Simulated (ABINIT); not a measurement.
## BAs (F-43m): G0W0 in ABINIT against the wavefunction cutoff in GW

How does the gap of BAs (F-43m) converge in the wavefunction cutoff in GW?

Main program and level: ABINIT 10.8.3; PBE and many-body steps on it, plane waves.

This is a report of a sequence of runs, with most program output left out.

## Step 1: The structure

Symmetry: F-43m, No. 216, cubic system. Conventional cell: a = 4.777 Å, b = 4.777 Å, c = 4.777 Å, α = 90.00°, β = 90.00°, γ = 90.00°. Nearest to B lie 4 As at 2.07 Å. Nearest to As lie 4 B at 2.07 Å. Farther neighbours are not listed.

The cell and positions come from the Crystallography Open Database and are kept as given unless a step says otherwise.

## Step 2: Screening, 6×6×6 mesh, 70 bands, screening to 195.9 eV

This step: ABINIT 10.8.3; RPA screening on PBE, plane waves, norm-conserving pseudopotentials.

The RPA dielectric matrix is built and inverted for each q.

The input, run.abi:

```
acell 3*1.0 Angstrom
rprim 
  -0.000000000000 2.388500000000 2.388500000000
  2.388500000000 -0.000000000000 2.388500000000
  2.388500000000 2.388500000000 -0.000000000000
ntypat 2
znucl 5 33
natom 2
typat 1 2
xred 
  0.000000000000 0.000000000000 0.000000000000
  0.250000000000 0.250000000000 0.250000000000
pp_dirpath "pseudos"
pseudos "B.upf, As.upf"
ecut 38
ngkpt 6 6 6
nshiftk 1
shiftk 0 0 0
kptopt 1
chksymbreak 0
istwfk *1
occopt 1
irdwfk 1
optdriver 3
nband 70
ecuteps 7.2
inclvkb 2
awtr 1
symchi 1
ecutwfn 11.4
indata_prefix "in"
outdata_prefix "out"
tmpdata_prefix "tmp"
```

On the command line:

```bash
OMP_NUM_THREADS=1 mpirun -n 4 abinit run.abi > log
```

Elapsed: 39 s, on 4 MPI ranks of Arm Neoverse V1, shared host; peak memory 0.4 GiB; 2.6 min of CPU time.

This step gave:

| Quantity | Value |
| --- | --- |
| ε∞ with local fields, on this mesh, along the program's q direction | 10.56 |
| the same without local fields | 11.59 |
| plasma frequency | 28.65 eV |
| plane waves in the screening matrix | 169 |

Local fields lower ε∞ by 9 %.

## Step 3: 11.4 Ha

This step: G0W0 on PBE, plane waves, norm-conserving pseudopotentials.

Edit run.abi of step 2 so:

```diff
@@ -23,8 +23,17 @@
 irdwfk 1
-optdriver 3
+optdriver 4
 nband 70
+gwcalctyp 0
+ecutsigx 11.4
+symsigma 1
+nkptgw 2
+kptgw 
+  0.0000000000 0.0000000000 0.0000000000
+  0.3333333333 0.3333333333 0.0000000000
+bdgw 
+  7 12
+  8 11
 ecuteps 7.2
-inclvkb 2
-awtr 1
-symchi 1
+irdscr 1
+ppmodel 1
 ecutwfn 11.4
```

Wall time 9.4 s (4 MPI ranks); peak memory 0.46 GiB.

Numbers from this step:

| Item | Value |
| --- | --- |
| G0W0 gap on the points computed | 2.064 eV |
| starting gap on the mesh | 1.294 eV |
| k of the valence top | 0, 0, 0 |
| k of the conduction bottom | 0.3333, 0.3333, 0 |
| Z at the valence top | 0.812 |
| Z at the conduction bottom | 0.823 |
| least direct G0W0 gap on the computed points | 4.075 eV |

## Step 4: Screening, 6×6×6 mesh, 70 bands, screening to 195.9 eV

This step: RPA screening on PBE, plane waves, norm-conserving pseudopotentials.

Edit run.abi of step 3 so:

```diff
@@ -23,18 +23,9 @@
 irdwfk 1
-optdriver 4
+optdriver 3
 nband 70
-gwcalctyp 0
-ecutsigx 11.4
-symsigma 1
-nkptgw 2
-kptgw 
-  0.0000000000 0.0000000000 0.0000000000
-  0.3333333333 0.3333333333 0.0000000000
-bdgw 
-  7 12
-  8 11
 ecuteps 7.2
-irdscr 1
-ppmodel 1
-ecutwfn 11.4
+inclvkb 2
+awtr 1
+symchi 1
+ecutwfn 19
 indata_prefix "in"
```

It took 34 s on 4 MPI ranks; peak memory 0.48 GiB.

This step gave:

```yaml
eps_infinity_with_local_fields_on_this_mesh_along_the_program_s_q_direction: 10.67
the_same_without_local_fields: 11.70
plasma_frequency: 30.01 eV
plane_waves_in_the_screening_matrix: 169
```

## Step 5: 19 Ha

The self-energy is evaluated for the states that the input lists, and the levels follow from it, in one-shot runs by the linearised quasiparticle equation.

This step: G0W0 on PBE, plane waves, norm-conserving pseudopotentials.

Edit run.abi of step 4 so:

```diff
@@ -23,8 +23,17 @@
 irdwfk 1
-optdriver 3
+optdriver 4
 nband 70
+gwcalctyp 0
+ecutsigx 19
+symsigma 1
+nkptgw 2
+kptgw 
+  0.0000000000 0.0000000000 0.0000000000
+  0.3333333333 0.3333333333 0.0000000000
+bdgw 
+  7 12
+  8 11
 ecuteps 7.2
-inclvkb 2
-awtr 1
-symchi 1
+irdscr 1
+ppmodel 1
 ecutwfn 19
```

Wall time 9.3 s (4 MPI ranks); peak memory 0.52 GiB.

Numbers from this step:

* G0W0 gap on the points computed: 2.135 eV
* starting gap on the mesh: 1.294 eV
* k of the valence top: 0, 0, 0
* k of the conduction bottom: 0.3333, 0.3333, 0
* Z at the valence top: 0.806
* Z at the conduction bottom: 0.816
* least direct G0W0 gap on the computed points: 4.083 eV

The gap on the mesh goes from 1.29 eV to 2.13 eV, a correction of +0.84 eV.

## Step 6: Screening, 6×6×6 mesh, 70 bands, screening to 195.9 eV

This step: RPA screening on PBE, plane waves, norm-conserving pseudopotentials.

Edit run.abi of step 5 so:

```diff
@@ -23,18 +23,9 @@
 irdwfk 1
-optdriver 4
+optdriver 3
 nband 70
-gwcalctyp 0
-ecutsigx 19
-symsigma 1
-nkptgw 2
-kptgw 
-  0.0000000000 0.0000000000 0.0000000000
-  0.3333333333 0.3333333333 0.0000000000
-bdgw 
-  7 12
-  8 11
 ecuteps 7.2
-irdscr 1
-ppmodel 1
-ecutwfn 19
+inclvkb 2
+awtr 1
+symchi 1
+ecutwfn 28.5
 indata_prefix "in"
```

It took 62 s on 4 MPI ranks; peak memory 0.66 GiB; 4.2 min of CPU time.

This step gave:

```yaml
eps_infinity_with_local_fields_on_this_mesh_along_the_program_s_q_direction: 10.49
the_same_without_local_fields: 11.50
plasma_frequency: 30.17 eV
plane_waves_in_the_screening_matrix: 169
```

## Step 7: 28.5 Ha

This step: G0W0 on PBE, plane waves, norm-conserving pseudopotentials.

Edit run.abi of step 6 so:

```diff
@@ -23,8 +23,17 @@
 irdwfk 1
-optdriver 3
+optdriver 4
 nband 70
+gwcalctyp 0
+ecutsigx 28.5
+symsigma 1
+nkptgw 2
+kptgw 
+  0.0000000000 0.0000000000 0.0000000000
+  0.3333333333 0.3333333333 0.0000000000
+bdgw 
+  7 12
+  8 11
 ecuteps 7.2
-inclvkb 2
-awtr 1
-symchi 1
+irdscr 1
+ppmodel 1
 ecutwfn 28.5
```

The job ended after 10 s (4 MPI ranks; peak memory 0.66 GiB).

This step gave:

```yaml
g0w0_gap_on_the_points_computed: 2.141 eV
starting_gap_on_the_mesh: 1.294 eV
k_of_the_valence_top: 0, 0, 0
k_of_the_conduction_bottom: 0.3333, 0.3333, 0
least_direct_g0w0_gap_on_the_computed_points: 4.084 eV
```

Against the run before, the gap moves by +0.006 eV.

## Step 8: Screening, 6×6×6 mesh, 70 bands, screening to 195.9 eV

This step: RPA screening on PBE, plane waves, norm-conserving pseudopotentials.

Edit run.abi of step 7 so:

```diff
@@ -23,18 +23,8 @@
 irdwfk 1
-optdriver 4
+optdriver 3
 nband 70
-gwcalctyp 0
-ecutsigx 28.5
-symsigma 1
-nkptgw 2
-kptgw 
-  0.0000000000 0.0000000000 0.0000000000
-  0.3333333333 0.3333333333 0.0000000000
-bdgw 
-  7 12
-  8 11
 ecuteps 7.2
-irdscr 1
-ppmodel 1
-ecutwfn 28.5
+inclvkb 2
+awtr 1
+symchi 1
 indata_prefix "in"
```

Wall time 52 s (4 MPI ranks); peak memory 0.74 GiB; 3.5 min of CPU time.

Numbers from this step:

```yaml
eps_infinity_with_local_fields_on_this_mesh_along_the_program_s_q_direction: 10.46
the_same_without_local_fields: 11.47
plasma_frequency: 30.18 eV
plane_waves_in_the_screening_matrix: 169
```

## Step 9: 38 Ha

This step: G0W0 on PBE, plane waves, norm-conserving pseudopotentials.

Edit run.abi of step 8 so:

```diff
@@ -23,8 +23,17 @@
 irdwfk 1
-optdriver 3
+optdriver 4
 nband 70
+gwcalctyp 0
+ecutsigx 38
+symsigma 1
+nkptgw 2
+kptgw 
+  0.0000000000 0.0000000000 0.0000000000
+  0.3333333333 0.3333333333 0.0000000000
+bdgw 
+  7 12
+  8 11
 ecuteps 7.2
-inclvkb 2
-awtr 1
-symchi 1
+irdscr 1
+ppmodel 1
 indata_prefix "in"
```

Elapsed: 10 s, on 4 MPI ranks; peak memory 0.73 GiB; 41 s of CPU time.

This step gave:

- G0W0 gap on the points computed: 2.139 eV
- starting gap on the mesh: 1.294 eV
- k of the valence top: 0, 0, 0
- k of the conduction bottom: 0.3333, 0.3333, 0
- least direct G0W0 gap on the computed points: 4.085 eV

Against the run before, the gap moves by −0.002 eV.

## Step 10: The runs together

Times are wall times on 4 MPI ranks of Arm Neoverse V1, shared host, good to a factor of about two. A run's time includes the screening step that it read.

```
    run   mesh  bands  screening cutoff (eV)  DFT gap (eV)  gap on the mesh (eV)  direct (eV)  ε∞ used  time
11.4 Ha  6×6×6     70                  195.9         1.294                 2.064        4.075    10.56  48 s
  19 Ha  6×6×6     70                  195.9         1.294                 2.135        4.083    10.67  43 s
28.5 Ha  6×6×6     70                  195.9         1.294                 2.141        4.084    10.49  73 s
  38 Ha  6×6×6     70                  195.9         1.294                 2.139        4.085    10.46  63 s
```

## Step 11: What came out

```yaml
11p4_ha: 2.064 eV
19_ha: 2.135 eV
28p5_ha: 2.141 eV
38_ha: 2.139 eV
known_limits: not at the basis limit; exchange with frozen shells missing; no spin-orbit coupling
```

In words: The setting moved: wavefunction cutoff in GW. From 11.4 Ha to 38 Ha the gap moves by +0.08 eV. It holds to 0.03 eV from 19 Ha on. Bands and screening cutoff are coupled, so a series along one setting does not show full convergence. The exchange cutoff follows the wavefunction cutoff here. Bands and cutoff are finite, so the gap is not at the basis limit. The miss can reach some tenths of an eV and take either sign; the mesh is an error of its own. In the G0W0 runs levels were corrected at 2 k points alone, so a gap called «on the mesh» is the least over those, and an edge elsewhere would be missed. The norm-conserving file of at least one element keeps a d shell over frozen s and p shells of the same row. Exchange with those shells is missing from the self-energy, an error of 0.3 to 0.9 eV in cases checked, whose sign depends on which edge lies on those atoms. The many-body steps are scalar-relativistic: spin-orbit coupling is not in them.

[Paths, hosts, dates, memory and timing lines, banners, echoed tables and standing remarks are left out of the program output.]

[Logs are printed without paths, hosts, clocks, repeated set-up lines and the standing remarks that a program may print on its own settings, such as how far it seeks lower states.]

[Runs of the session that timed out or met a known fault of the program may be left out.]

[Hosts, paths, dates, database ids (printed as entryN), source tags and the programs' standing remarks are cut or masked in the printed files.]

[G0W0 gaps are taken among the corrected bands and points alone; a level outside them can change the order at an edge.]

[Where Ansatz stands beside ABINIT at settings called matched, ABINIT's density can come from a denser mesh and the files from another edition; pairs whose starting gaps differed by over 0.03 eV were left out, so agreement reads better than it is.]
